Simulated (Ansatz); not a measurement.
In doubt: masses and optical values from hybrid runs of this build are listed as unsure, which bears on the screening that GW takes from such a start.

Rows from a G0W0 calculation on KBr (Fm-3m) (Ansatz 0.2.0; G0W0 on HSE06, plane waves, PAW; 4×4×4 mesh, 163 empty bands, screening to 100 eV), in eV. Spin-orbit coupling is left out.

```csv
row,k,band,start,Σx,Σc at the solution,Vxc
A,Γ,c1,5.812,-4.126,-2.794,-7.469
B,Γ,c2,9.172,-3.780,-3.028,-7.823
C,Γ,v1,0.209,-19.467,1.770,-16.438
```

Question: Give the quasiparticle energies and the shift of each level.

The quasiparticle equation reads E = start + Σx + Σc(E) − Vxc.

```csv
row,E (eV),shift (eV)
A,6.361,+0.549
B,10.186,+1.015
C,-1.049,−1.258
```

Limits: not at the basis limit; no spin-orbit coupling.

[Paths, hosts, dates, memory and timing lines, banners, echoed tables and standing remarks are left out of the program output.]

[Logs are printed without paths, hosts, clocks, repeated set-up lines and the standing remarks that a program may print on its own settings, such as how far it seeks lower states.]

[Runs of the session that timed out or met a known fault of the program may be left out.]

[Cells called generated may have been cut or substituted from an entry of the Crystallography Open Database or the Materials Project.]

[Hosts, paths, dates, database ids (printed as entryN), source tags and the programs' standing remarks are cut or masked in the printed files.]
